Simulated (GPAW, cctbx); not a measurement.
# YTl2Sn2: what bonding does to one electron reflection, worked out

YTl2Sn2, I4/mmm (no. 139), a = 4.3549 Å, b = 4.3549 Å, c = 16.1307 Å, α = 90.00°, β = 90.00°, γ = 90.00°.

```csv
atom,mult.,x,y,z
Tl1,4,1/2,0,1/4
Sn1,4,0,0,0.4108
Y1,2,0,0,0
```

The cell comes from substitution in a known structure type and wasn't matched to any measured phase.

A DFT run (GPAW, PBE, 450 eV, 6×6×6 k-points, Fermi–Dirac width 0.1 eV) gives the static X-ray structure factor of 002 as 157.507 e for the conventional cell; superposed free atoms give 157.687 e. **Problem.** Find the Fourier component V of the crystal potential and the two-beam extinction distance at 120 kV in both cases.

### 1. Geometry

The cell volume is Ω = 305.93 Å³ and d(002) = 8.0654 Å, so g = 1/d = 0.1240 Å⁻¹.

### 2. The nuclei

Electrons feel nuclei as well as electrons, so the nuclear charges are summed with the same phases.

Phase sums Σ exp(2πi h·x), turned so that the total is real and positive: Tl +4.000, Sn -1.741, Y -2.000. Then F_Z = 81 × (+4.000) + 50 × (-1.741) + 39 × (-2.000) = 158.95 e. The electron term has the same sign for this reflection.

### 3. Mott–Bethe

Poisson's equation, term by term, gives V = (e/4πε₀)(F_Z − F)/(πΩg²), with e/4πε₀ = 14.3996 V Å.

The prefactor is 14.3996 × 8.0654²/(π × 305.93) = 0.97462 V per electron. Free atoms: (158.95 − 157.687) × 0.97462 = 1.227 V. Crystal: (158.95 − 157.507) × 0.97462 = 1.402 V. F changes by -0.11 % and V by +14.3 %: the same 0.18 e is measured against F_Z − F = 1.3 e in place of F = 157.7 e.

### 4. Extinction distance

In the two-beam case ξ = 1/(λU) with U = 2γm₀eV/h², that is ξ = 150.41 V Å²/(γλV).

At 120 kV, λ = 0.03349 Å and γ = 1.2348. Free atoms: ξ = 2965 Å. Crystal: ξ = 2594 Å. The thickness fringes go as sin²(πt/ξ), so the two patterns slip by a quarter of a period when t|1/ξ₁ − 1/ξ₀| = 1/4, at t ≈ 518 nm. Thermal motion, absorption and many-beam coupling, left out here, change a real pattern.

### 5. Answer

V(002) is 1.40 V against 1.23 V, and ξ is 2594 against 2965 Å. Limits: static atoms, two beams.

[Outputs are excerpts: Python notices, other lines and further rows are left out; steps that failed or that the build refused (PBEsol, TPSS) are not shown.]

[Logs are printed without paths, hosts, clocks, repeated set-up lines and the standing remarks that a program may print on its own settings, such as how far it seeks lower states.]
